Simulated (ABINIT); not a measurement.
**LiHF2 (C2/m): a self-consistent loop beyond G0W0, cycle by cycle**

Wanted: G0W0 and self-consistent gaps of LiHF2 (C2/m), with the cost of the cycles.

Program: ABINIT 10.8.3. Level of theory: PBEsol and many-body steps on it, plane waves. Results are calculated unless marked as measured.

## Step 1: Starting point

The structure is monoclinic, space group C2/m (No. 12). Conventional cell: a = 5.095 Å, b = 3.070 Å, c = 4.903 Å, α = 90.00°, β = 121.02°, γ = 90.00°. Nearest to Li lie 6 F at 2.00 to 2.04 Å. H has 2 F at 1.14 Å nearest. F has 1 H at 1.14 Å and 3 Li at 2.00 to 2.04 Å nearest. Farther neighbours and most contacts between anions are not listed.

The cell and positions are those that the Materials Project relaxed with its own functionals (PBE, PBE+U or r2SCAN), kept fixed.

## Step 2: Empty states on the mesh, 4×4×2 mesh, 34 bands

This step: ABINIT 10.8.3; DFT, PBEsol, plane waves, norm-conserving pseudopotentials.

The sums over transitions need many empty states on a uniform mesh; this step solves for them.

Contents of run.abi:

```
acell 3*1.0 Angstrom
rprim 
  2.547496000000 -1.534899000000 0.000000000000
  2.547496000000 1.534899000000 0.000000000000
  -2.526944000000 -0.000000000000 4.201520000000
ntypat 3
znucl 3 1 9
natom 4
typat 1 2 3 3
xred 
  0.000000000000 0.000000000000 0.000000000000
  0.000000000000 0.000000000000 0.500000000000
  0.209803000000 0.209803000000 0.750702000000
  0.790197000000 0.790197000000 0.249298000000
pp_dirpath "pseudos"
pseudos "Li.upf, H.upf, F.upf"
ecut 36
ngkpt 4 4 2
nshiftk 1
shiftk 0 0 0
kptopt 1
chksymbreak 0
iscf -2
irdden 1
istwfk *1
nband 34
nbdbuf 4
tolwfr 1e-09
nstep 60
prtvol 0
indata_prefix "in"
outdata_prefix "out"
tmpdata_prefix "tmp"
```

Launch:

```bash
$ OMP_NUM_THREADS=1 mpirun -n 4 abinit run.abi > log
```

Numbers of over 12 decimals in the logs are rounded to 6 here.

Output:

```text
.Version 10.8.3 of ABINIT. v10.8.2 released Aug 2026.

 Symmetries : space group C2/m (# 12); Bravais mC (1-face-center monocl.)
[... echo of the input left out ...]
== DATASET  1 ==================================================================
-   mpi_nproc: 4, omp_nthreads: 1 (-1 if OMP is not activated)

--- !DatasetInfo
iteration_state: {dtset: 1, }
dimensions: {natom: 4, nkpt: 14, mband: 34, nsppol: 1, nspinor: 1, nspden: 1, mpw: 2327, }
cutoff_energies: {ecut:  36.0, pawecutdg:  -1.0, }
[...]
0.83642    0.85245    0.92495    0.94834    0.94847    0.99702    1.04828    1.09624
   1.16534    1.19406    1.24794    1.27851    1.42398    1.42780    1.55149    1.55361
   1.62304    1.70821
 prteigrs : prtvol=0 or 1, do not print more k-points.

== END DATASET(S) ==============================================================
================================================================================

 -outvars: echo values of variables after computation  --------
            nband          34
             nkpt          14
          spgroup          12
 [... the other variables as echoed above ...]

 Calculation completed.
```

Wall time 5.9 s (4 MPI ranks of Arm Neoverse V1, shared host); peak memory 0.26 GiB.

This step gave:

```
gap                                                           : 8.408 eV
k of the valence top                                          : 0, 0, 0.5
k of the conduction bottom                                    : 0, 0, 0
least direct gap                                              : 8.531 eV
k points computed                                             : 14
lowest point of the top converged band, above the valence top : 41.45 eV
```

On this mesh the gap is 8.408 eV.

The density comes from a self-consistent run that is not shown.

## Step 3: Screening, 4×4×2 mesh, 30 bands, screening to 106.1 eV

The RPA dielectric matrix is built and inverted for each q.

This step: RPA screening on PBEsol, plane waves, norm-conserving pseudopotentials.

Changes to run.abi since step 2:

```diff
@@ -22,10 +22,11 @@
 chksymbreak 0
-iscf -2
-irdden 1
 istwfk *1
-nband 34
-nbdbuf 4
-tolwfr 1e-09
-nstep 60
-prtvol 0
+occopt 1
+irdwfk 1
+optdriver 3
+nband 30
+ecuteps 3.9
+inclvkb 2
+awtr 1
+symchi 1
 indata_prefix "in"
```

Output:

```text
.Version 10.8.3 of ABINIT. v10.8.2 released Aug 2026.

 Symmetries : space group C2/m (# 12); Bravais mC (1-face-center monocl.)
[... echo of the input left out ...]
== DATASET  1 ==================================================================
-   mpi_nproc: 4, omp_nthreads: 1 (-1 if OMP is not activated)

--- !DatasetInfo
iteration_state: {dtset: 1, }
dimensions: {natom: 4, nkpt: 14, mband: 30, nsppol: 1, nspinor: 1, nspden: 1, mpw: 2327, }
cutoff_energies: {ecut:  36.0, pawecutdg:  -1.0, }
electrons: {nelect:   1.80000000E+01, charge:   0.00000000E+00, occopt:   1.00000000E+00, tsmear:   1.00000000E-02, }

 SCREENING: Calculation of the susceptibility and dielectric matrices

 Based on a program developped by R.W. Godby, V. Olevano, G. Onida, and L. Reining.
 Incorporated in ABINIT by V. Olevano, G.-M. Rignanese, and M. Torrent.
.Using double precision arithmetic ; gwpc =  8

[... cell and pseudopotentials left out ...]
--------------------------------------------------------------------------------

 ==== K-mesh for the wavefunctions ====
 Number of points in the irreducible wedge :    14
[... list of points left out ...]
 Together with  4 symmetry operations and time-reversal symmetry
 yields    32 points in the full Brillouin Zone.

 ==== Q-mesh for the screening function ====
 Number of points in the irreducible wedge :    14
[... list of points left out ...]
 Together with  4 symmetry operations and time-reversal symmetry
 yields    32 points in the full Brillouin Zone.

 setmesh: FFT mesh size selected  =    20x   20x   30
          total number of points  =        12000

 vcoul_init : cutoff-mode = AUXILIARY_FUNCTION
 q-points for optical limit:   1
     1)      0.000010    0.000020    0.000030

- screening: taking advantage of time-reversal symmetry
- Maximum band index for partially occupied states nbvw = 9
- Remaining bands to be divided among processors   nbcw = 21
- Number of bands treated by each node ~5

 Number of electrons calculated from density =   18.0000; Expected =   18.0000
 average of density, n =  0.081179
 r_s =    1.4327
 omega_plasma =   27.4839 [eV]

 calculating chi0 at frequencies [eV] :
  1    0.000000E+00    0.000000E+00
  2    0.000000E+00    2.748392E+01

--------------------------------------------------------------------------------
  q-point number  1        q = ( 0.000000, 0.000000, 0.000000) [r.l.u.]
--------------------------------------------------------------------------------
[... chi0 elements left out ...]
 For q-point:  0.000010 0.000020 0.000030
  dielectric constant =   2.0483
  dielectric constant without local fields =   2.1390

  Average fulfillment of the sum rule on Im[epsilon] for q-point    1 :     30.15  [%]
[... wings left out ...]
  q-point number  2        q = ( 0.250000, 0.000000, 0.000000) [r.l.u.]
--------------------------------------------------------------------------------
[... chi0 elements left out ...]
  Average fulfillment of the sum rule on Im[epsilon] for q-point    2 :     43.68  [%]

 [... 12 further q-points ...]
```

It took 6.1 s on 4 MPI ranks; peak memory 0.46 GiB; 24 s of CPU time.

This step gave:

```yaml
eps_infinity_with_local_fields_on_this_mesh_along_the_program_s_q_direction: 2.048
the_same_without_local_fields: 2.139
plasma_frequency: 27.48 eV
plane_waves_in_the_screening_matrix: 89
```

Local fields lower ε∞ by 4 %. On a Γ-centred mesh this coarse the value itself is usually too large, while a short band sum pulls it down.

## Step 4: G0W0

The self-energy is evaluated for the states that the input lists, and the levels follow from it, in one-shot runs by the linearised quasiparticle equation.

This step: G0W0 on PBEsol, plane waves, norm-conserving pseudopotentials.

Changes to run.abi since step 3:

```diff
@@ -25,8 +25,17 @@
 irdwfk 1
-optdriver 3
+optdriver 4
 nband 30
+gwcalctyp 0
+ecutsigx 36
+symsigma 1
+nkptgw 2
+kptgw 
+  0.0000000000 0.0000000000 0.5000000000
+  0.0000000000 0.0000000000 0.0000000000
+bdgw 
+  8 11
+  8 11
 ecuteps 3.9
-inclvkb 2
-awtr 1
-symchi 1
+irdscr 1
+ppmodel 1
 indata_prefix "in"
```

Output:

```text
.Version 10.8.3 of ABINIT. v10.8.2 released Aug 2026.

 Symmetries : space group C2/m (# 12); Bravais mC (1-face-center monocl.)
[... echo of the input left out ...]
== DATASET  1 ==================================================================
-   mpi_nproc: 4, omp_nthreads: 1 (-1 if OMP is not activated)

--- !DatasetInfo
iteration_state: {dtset: 1, }
dimensions: {natom: 4, nkpt: 14, mband: 30, nsppol: 1, nspinor: 1, nspden: 1, mpw: 2327, }
cutoff_energies: {ecut:  36.0, pawecutdg:  -1.0, }
electrons: {nelect:   1.80000000E+01, charge:   0.00000000E+00, occopt:   1.00000000E+00, tsmear:   1.00000000E-02, }

 SIGMA: Calculation of the GW corrections

 Based on a program developped by R.W. Godby, V. Olevano, G. Onida, and L. Reining.
 Incorporated in ABINIT by V. Olevano, G.-M. Rignanese, and M. Torrent.
.Using double precision arithmetic ; gwpc =  8

[... cell and pseudopotentials left out ...]
--------------------------------------------------------------------------------

 ==== K-mesh for the wavefunctions ====
 Number of points in the irreducible wedge :    14
[... list of points left out ...]
 Together with  4 symmetry operations and time-reversal symmetry
 yields    32 points in the full Brillouin Zone.

 ==== Q-mesh for screening function ====
 Number of points in the irreducible wedge :    14
[... list of points left out ...]
 Together with  4 symmetry operations and time-reversal symmetry
 yields    32 points in the full Brillouin Zone.

 vcoul_init : cutoff-mode = AUXILIARY_FUNCTION
 q-points for optical limit:   1
     1)      0.000010    0.000020    0.000030
 setmesh: FFT mesh size selected  =    27x   27x   45
          total number of points  =        32805

 Number of electrons calculated from density =   18.0000; Expected =   18.0000
 average of density, n =  0.081179
 r_s =    1.4327
 omega_plasma =   27.4839 [eV]

 === KS Band Gaps ===
  >>>> For spin  1
   Minimum direct gap =   8.5313 [eV], located at k-point      :   0.0000  0.0000  0.0000
   Fundamental gap    =   8.4081 [eV], Top of valence bands at :   0.0000  0.0000  0.5000
                                       Bottom of conduction at :   0.0000  0.0000  0.0000
 SIGMA fundamental parameters:
 PLASMON POLE MODEL  1
 number of plane-waves for SigmaX                 2327
 number of plane-waves for SigmaC and W             89
 number of plane-waves for wavefunctions          2327
 number of bands                                    30
 number of independent spin polarizations            1
 number of spinorial components                      1
 number of k-points in IBZ                          14
 number of q-points in IBZ                          14
 number of symmetry operations                       4
 number of k-points in BZ                           32
 number of q-points in BZ                           32
 number of frequencies for dSigma/dE                 9
 frequency step for dSigma/dE [eV]                0.25
 number of omega for Sigma on real axis              0
 max omega for Sigma on real axis  [eV]           0.00
 zcut for avoiding poles [eV]                     0.10

 EPSILON^-1 parameters (SCR file):
 dimension of the eps^-1 matrix on file             89
 dimension of the eps^-1 matrix used                89
 number of plane-waves for wavefunctions          2327
 number of bands                                    30
 number of q-points in IBZ                          14
 number of frequencies                               2
 number of real frequencies                          1
 number of imag frequencies                          1

 matrix elements of self-energy operator (all in [eV])

 Perturbative Calculation

--- !SelfEnergy_ee
iteration_state: {dtset: 1, }
kpoint     : [   0.000,    0.000,    0.500, ]
spin       : 1
KS_gap     :    9.591
QP_gap     :   14.101
Delta_QP_KS:    4.510
data: !SigmaeeData |
     Band     E0 <VxcDFT>   SigX SigC(E0)      Z dSigC/dE  Sig(E)    E-E0       E
        8  -2.711 -22.449 -30.373   4.915   0.833  -0.201 -24.954  -2.505  -5.216
        9  -2.601 -22.716 -30.636   4.956   0.832  -0.202 -25.183  -2.467  -5.067
       10   6.990 -10.436  -5.691  -2.467   0.897  -0.114  -8.392   2.044   9.034
       11   9.683 -11.936  -6.668  -2.620   0.891  -0.122  -9.577   2.360  12.042

--- !SelfEnergy_ee
iteration_state: {dtset: 1, }
kpoint     : [   0.000,    0.000,    0.000, ]
spin       : 1
KS_gap     :    8.531
QP_gap     :   12.638
Delta_QP_KS:    4.107
data: !SigmaeeData |
     Band     E0 <VxcDFT>   SigX SigC(E0)      Z dSigC/dE  Sig(E)    E-E0       E
        8  -2.809 -22.503 -30.483   4.958   0.832  -0.202 -25.017  -2.513  -5.323
        9  -2.724 -23.300 -30.563   4.649   0.836  -0.196 -25.486  -2.186  -4.910
       10   5.807 -10.780  -6.129  -2.514   0.899  -0.112  -8.859   1.921   7.729
       11  10.146  -8.563  -3.435  -2.744   0.903  -0.107  -6.409   2.153  12.300

== END DATASET(S) ==============================================================
================================================================================

 -outvars: echo values of variables after computation  --------
           etotal      0.0000000000E+00
            nband          30
             nkpt          14
          spgroup          12
 [... the other variables as echoed above ...]

 Calculation completed.
```

Elapsed: 2.9 s, on 4 MPI ranks; peak memory 0.11 GiB.

Numbers from this step:

| Quantity | Value |
| --- | --- |
| G0W0 gap on the points computed | 12.64 eV |
| starting gap on the mesh | 8.408 eV |
| k of the valence top | 0, 0, 0 |
| k of the conduction bottom | 0, 0, 0 |
| Z at the valence top | 0.836 |
| Z at the conduction bottom | 0.899 |
| least direct G0W0 gap on the computed points | 12.64 eV |

The gap on the mesh goes from 8.41 eV to 12.64 eV, a correction of +4.23 eV.

## Step 5: evGW0, cycle 1

This step: evGW0 on PBEsol, plane waves, norm-conserving pseudopotentials.

Changes to run.abi since step 4:

```diff
@@ -27,12 +27,36 @@
 nband 30
-gwcalctyp 0
+gwcalctyp 10
 ecutsigx 36
 symsigma 1
-nkptgw 2
+nkptgw 14
 kptgw 
+  0.0000000000 0.0000000000 0.0000000000
+  0.2500000000 0.0000000000 0.0000000000
+  0.5000000000 0.0000000000 0.0000000000
+  0.2500000000 0.2500000000 0.0000000000
+  0.5000000000 0.2500000000 0.0000000000
+  -0.2500000000 0.2500000000 0.0000000000
+  0.5000000000 0.5000000000 0.0000000000
   0.0000000000 0.0000000000 0.5000000000
-  0.0000000000 0.0000000000 0.0000000000
+  0.2500000000 0.0000000000 0.5000000000
+  0.5000000000 0.0000000000 0.5000000000
+  0.2500000000 0.2500000000 0.5000000000
+  0.5000000000 0.2500000000 0.5000000000
+  -0.2500000000 0.2500000000 0.5000000000
+  0.5000000000 0.5000000000 0.5000000000
 bdgw 
-  8 11
-  8 11
+  1 13
+  1 13
+  1 13
+  1 13
+  1 13
+  1 13
+  1 13
+  1 13
+  1 13
+  1 13
+  1 13
+  1 13
+  1 13
+  1 13
 ecuteps 3.9
```

Output:

```text
.Version 10.8.3 of ABINIT. v10.8.2 released Aug 2026.

 Symmetries : space group C2/m (# 12); Bravais mC (1-face-center monocl.)
[... echo of the input left out ...]
== DATASET  1 ==================================================================
-   mpi_nproc: 4, omp_nthreads: 1 (-1 if OMP is not activated)

--- !DatasetInfo
iteration_state: {dtset: 1, }
dimensions: {natom: 4, nkpt: 14, mband: 30, nsppol: 1, nspinor: 1, nspden: 1, mpw: 2327, }
cutoff_energies: {ecut:  36.0, pawecutdg:  -1.0, }
electrons: {nelect:   1.80000000E+01, charge:   0.00000000E+00, occopt:   1.00000000E+00, tsmear:   1.00000000E-02, }

 SIGMA: Calculation of the GW corrections

 Based on a program developped by R.W. Godby, V. Olevano, G. Onida, and L. Reining.
 Incorporated in ABINIT by V. Olevano, G.-M. Rignanese, and M. Torrent.
.Using double precision arithmetic ; gwpc =  8

[... cell and pseudopotentials left out ...]
--------------------------------------------------------------------------------

 ==== K-mesh for the wavefunctions ====
 Number of points in the irreducible wedge :    14
[... list of points left out ...]
 Together with  4 symmetry operations and time-reversal symmetry
 yields    32 points in the full Brillouin Zone.

 ==== Q-mesh for screening function ====
 Number of points in the irreducible wedge :    14
[... list of points left out ...]
 Together with  4 symmetry operations and time-reversal symmetry
 yields    32 points in the full Brillouin Zone.

 vcoul_init : cutoff-mode = AUXILIARY_FUNCTION
 q-points for optical limit:   1
     1)      0.000010    0.000020    0.000030
 setmesh: FFT mesh size selected  =    27x   27x   45
          total number of points  =        32805

 Number of electrons calculated from density =   18.0000; Expected =   18.0000
[...]
QP_gap     :   18.374
Delta_QP_KS:    4.923
data: !SigmaeeData |
     Band     E_DFT   <VxcDFT>   E(N-1)  <Hhartree>   SigX  SigC[E(N-1)]    Z     dSigC/dE  Sig[E(N)]  DeltaE  E(N)_pert E(N)_diago
[...]
--- !SelfEnergy_ee
iteration_state: {dtset: 1, }
kpoint     : [   0.500,    0.500,    0.500, ]
spin       : 1
KS_gap     :   12.808
QP_gap     :   17.734
Delta_QP_KS:    4.926
data: !SigmaeeData |
     Band     E_DFT   <VxcDFT>   E(N-1)  <Hhartree>   SigX  SigC[E(N-1)]    Z     dSigC/dE  Sig[E(N)]  DeltaE  E(N)_pert E(N)_diago
[...]
12    13.690   -12.180    13.690    25.869    -6.007    -2.766     0.885    -0.130    -9.164     3.016    16.706    17.097
       13    14.820   -13.880    14.820    28.700    -7.206    -2.831     0.876    -0.142   -10.514     3.367    18.186    18.663

 New Fermi energy :        4.790188E-02 Ha ,    1.303477E+00 eV
 New Exchange energy :    -1.064401E+01 Ha ,   -2.896383E+02 eV

 === QP Band Gaps ===
  >>>> For spin  1
   Minimum direct gap =  13.2825 [eV], located at k-point      :   0.0000  0.0000  0.0000
   Fundamental gap    =  13.2825 [eV], Top of valence bands at :   0.0000  0.0000  0.0000
                                       Bottom of conduction at :   0.0000  0.0000  0.0000

 writing QP data on file : out_QPS

 Convergence of QP corrections
 >>>>> For spin  1 <<<<<
.  kptgw no:  1; Maximum DeltaE = (  -9.786   0.048) for band index:  1
.  kptgw no:  2; Maximum DeltaE = (  -9.761   0.055) for band index:  1
.  kptgw no:  3; Maximum DeltaE = (  -9.771   0.049) for band index:  1
[...]
.  kptgw no: 13; Maximum DeltaE = (  -9.729   0.047) for band index:  1
.  kptgw no: 14; Maximum DeltaE = (  -9.682   0.036) for band index:  1

== END DATASET(S) ==============================================================
================================================================================

 -outvars: echo values of variables after computation  --------
           etotal      0.0000000000E+00
            nband          30
             nkpt          14
          spgroup          12
 [... the other variables as echoed above ...]

 Calculation completed.
```

Wall time 24 s (4 MPI ranks); peak memory 0.91 GiB; 95 s of CPU time.

Numbers from this step:

- quasiparticle gap on the mesh: 13.28 eV
- gap of the density functional on the mesh: 8.408 eV
- k of the valence top: 0, 0, 0
- k of the conduction bottom: 0, 0, 0
- Z at the valence top: 0.836
- Z at the conduction bottom: 0.899
- least direct quasiparticle gap on the computed points: 13.28 eV

Against G0W0 in ABINIT (4×4×2 mesh, 30 bands, screening to 106.1 eV, Godby-Needs plasmon pole), the gap moves by +0.644 eV. This first cycle still uses the starting levels; it takes the full correction, at all points of the mesh, and its linearised value is 12.639 eV.

## Step 6: evGW0, cycle 2

The corrected levels of the last cycle go back in.

Changes to run.abi since step 5:

```diff
@@ -64,2 +64,3 @@
 ppmodel 1
+irdqps 1
 indata_prefix "in"
```

Output:

```text
.Version 10.8.3 of ABINIT. v10.8.2 released Aug 2026.

 Symmetries : space group C2/m (# 12); Bravais mC (1-face-center monocl.)
[... echo of the input left out ...]
== DATASET  1 ==================================================================
-   mpi_nproc: 4, omp_nthreads: 1 (-1 if OMP is not activated)

--- !DatasetInfo
iteration_state: {dtset: 1, }
dimensions: {natom: 4, nkpt: 14, mband: 30, nsppol: 1, nspinor: 1, nspden: 1, mpw: 2327, }
cutoff_energies: {ecut:  36.0, pawecutdg:  -1.0, }
[...]
.  kptgw no:  3; Maximum DeltaE = (   0.613  -0.031) for band index:  3
[...]
.  kptgw no: 13; Maximum DeltaE = (   0.591  -0.023) for band index:  3
.  kptgw no: 14; Maximum DeltaE = (   0.601  -0.105) for band index:  3

== END DATASET(S) ==============================================================
================================================================================

 -outvars: echo values of variables after computation  --------
           etotal      0.0000000000E+00
            nband          30
             nkpt          14
          spgroup          12
 [... the other variables as echoed above ...]

 Calculation completed.
```

Run time: 24 s. Hardware: 4 MPI ranks; peak memory 0.91 GiB; 95 s of CPU time.

This step gave:

* quasiparticle gap on the mesh: 13.24 eV
* gap of the density functional on the mesh: 8.408 eV
* k of the valence top: 0, 0, 0
* k of the conduction bottom: 0, 0, 0
* least direct quasiparticle gap on the computed points: 13.24 eV

Against the cycle before, the gap moves by −0.046 eV.

(Part 1 of 3 ends here.)

[Paths, hosts, dates, memory and timing lines, banners, echoed tables and standing remarks are left out of the program output.]

[Logs are printed without paths, hosts, clocks, repeated set-up lines and the standing remarks that a program may print on its own settings, such as how far it seeks lower states.]

[Runs of the session that timed out or met a known fault of the program may be left out.]

[Hosts, paths, dates, database ids (printed as entryN), source tags and the programs' standing remarks are cut or masked in the printed files.]

[G0W0 gaps are taken among the corrected bands and points alone; a level outside them can change the order at an edge.]

[Where Ansatz stands beside ABINIT at settings called matched, ABINIT's density can come from a denser mesh and the files from another edition; pairs whose starting gaps differed by over 0.03 eV were left out, so agreement reads better than it is.]
